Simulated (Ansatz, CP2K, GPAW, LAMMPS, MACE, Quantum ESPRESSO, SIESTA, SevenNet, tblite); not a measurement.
## Liquid N-methylformamide at 298 K (108 atoms): runs against a plane-wave reference

Density of this cell: 1.00 g/cm³. The cell holds 108 atoms: 24 C, 12 N, 12 O and 60 H. Cell: a = 10.550 Å, b = 10.550 Å, c = 10.550 Å, α = 90.0°, β = 90.0°, γ = 90.0°. 12 N-methylformamide placed at random, at 1 g/cm³; overlaps pushed apart, then 10 ps at 398 K with MMFF94 bonds, angles, torsions, charges and radii (Halgren, J. Comput. Chem. 17, 490 (1996)) in harmonic and 12-6 forms. Snapshot after 20 ps at 298 K and fixed volume.

Geometry: as built.

The reference, a calculation:

| Property | Result |
| --- | --- |
| method | Kohn-Sham DFT, PBE, SSSP efficiency 1.3.0 pseudopotentials, plane waves (Quantum ESPRESSO 7.5); sssp-pbe-1.3.0-efficiency, cutoffs 60/480 Ry, Γ point |
| r.m.s. force component | 0.9497 eV/Å |
| longest force | 3.905 eV/Å |
| pressure | 2.28 GPa |
| gap (highest filled to lowest empty level) | 4.049 eV |
| time | 2.4 min on 2 MPI ranks of Arm Neoverse V1, shared host |
| CPU time | 4.8 min |

Q: Estimate the differences from the reference, the CPU time and the memory of each run.
- SIESTA PBE, DZP, shift 0.04 Ry, mesh 500 Ry (SIESTA 5.4.2; 2 MPI ranks)
- GPAW PBE, LCAO dzp, h 0.18 Å (GPAW 26.7.0; 2 MPI ranks)
- tblite GFN1-xTB (tblite 0.8.0; 1 thread)
- tblite GFN2-xTB (tblite 0.8.0; 1 thread)
- SevenNet l3i5 potential (SevenNet l3i5; 1 thread)
- SIESTA RPBE, PBE potentials, DZP, shift 0.01 Ry, mesh 500 Ry (SIESTA 5.4.2; 2 MPI ranks)
- SIESTA PBE, DZP, shift 0.01 Ry, mesh 500 Ry (SIESTA 5.4.2; 2 MPI ranks)
- MACE MPA-0 medium potential (MACE MPA-0 medium; 1 thread)
- CP2K PBE, DZVP-MOLOPT-SR, 210/50 Ry, OT DIIS (CP2K 2026.2; 2 threads)
- GPAW PBE, LCAO sz(dzp), h 0.18 Å (GPAW 26.7.0; 1 thread)

Differences are against the plane-wave reference, forces as r.m.s. over components; share is that over the reference's r.m.s. force, slope the least-squares factor from reference forces to these. Total energies of different programs have different zeros and aren't compared.

| run | Δ force, r.m.s. (meV/Å) | share (%) | slope | Δ pressure (GPa) | Δ gap (eV) | cores | CPU time | memory (GiB) |
| --- | --- | --- | --- | --- | --- | --- | --- | --- |
| reference | - | - | - | - | - | 2 | 4.8 min | 2.6 |
| SIESTA PBE, DZP, shift 0.04 Ry, mesh 500 Ry (coarse) | 455 | 47.9 | 0.914 | -5.11 | -0.228 | 2 | 1.8 min | 1.1 |
| GPAW PBE, LCAO dzp, h 0.18 Å | 375 | 39.5 | 1.140 | - | -0.0156 | 2 | 92 s | 1.3 |
| tblite GFN1-xTB | 338 | 35.6 | 0.849 | -2.82 | - | 1 | 2.4 s | 0.16 |
| tblite GFN2-xTB | 456 | 48.0 | 0.784 | -3.35 | - | 1 | 9.2 s | 0.16 |
| SevenNet l3i5 potential | 104 | 11.0 | 1.016 | 0.105 | - | 1 | 14 s | 2.0 |
| SIESTA RPBE, PBE potentials, DZP, shift 0.01 Ry, mesh 500 Ry | 318 | 33.4 | 1.099 | 3.01 | -0.0372 | 2 | 3.2 min | 1.6 |
| SIESTA PBE, DZP, shift 0.01 Ry, mesh 500 Ry | 367 | 38.7 | 1.111 | 2.29 | -0.0636 | 2 | 3.3 min | 1.5 |
| MACE MPA-0 medium potential | 115 | 12.1 | 1.020 | 0.322 | - | 1 | 10 s | 1.4 |
| CP2K PBE, DZVP-MOLOPT-SR, 210/50 Ry, OT DIIS (coarse) | 143 | 15.1 | 1.036 | 0.632 | 0.0231 | 2 | 7.6 min | 0.6 |
| GPAW PBE, LCAO sz(dzp), h 0.18 Å (coarse) | 2439 | 257 | 1.801 | - | -0.731 | 1 | 33 s | 0.86 |

Rows marked coarse were listed beforehand as settings not expected to be converged; some can still land near the reference.

Times of the machine-learned potentials are mostly Python's start and the loading of weights.

CPU time is summed over cores on a shared host, where runs went side by side, so it is rough. Symmetry, cutoffs, thresholds, outputs and thread counts weren't matched or tuned between programs; memory under MPI is the largest rank's times the ranks.

The PBE runs in local orbitals, coarse settings apart, differ by 39 % (SIESTA PBE, DZP, shift 0.01 Ry, mesh 500 Ry) to 40 % (GPAW PBE, LCAO dzp, h 0.18 Å); basis, grid and potentials can all enter. Tight binding differs by 36 % (tblite GFN1-xTB) to 48 % (tblite GFN2-xTB); it is another model, with fitted parameters of its own, and the xTB methods hold dispersion. Machine-learned potentials differ by 11 % (SevenNet l3i5 potential) to 12 % (MACE MPA-0 medium potential); they were trained on other programs' data. Rows with another functional or a dispersion term differ by 33 % (SIESTA RPBE, PBE potentials, DZP, shift 0.01 Ry, mesh 500 Ry), which mixes the change of model with differences of basis and potentials, some of them made for another functional. Periodic xTB results under one method name differ between programs and library versions. With short bonds to hydrogen, sets of potentials differ among themselves by several per cent in forces even at converged cutoffs, so the reference isn't exact here either. Machine-learned potentials mimic data converged in k, so the reference's own k-point error enters their differences. The network of contacts between molecules at the start is that of the classical potential that made the cell, and needn't be the one that DFT or experiment would give. The electronic-structure runs sample only Γ, in a cell whose shortest periodic width is 11 Å.

[Hosts, paths, dates, database ids (printed as entryN), source tags and the programs' standing remarks are cut or masked in the printed files.]

[The MMFF94 radii named for the starting cell were scaled by 0.96; in molecules described by MMFF94, hydrogen bound to N, O or S took a small fixed 12-6 site in their place.]
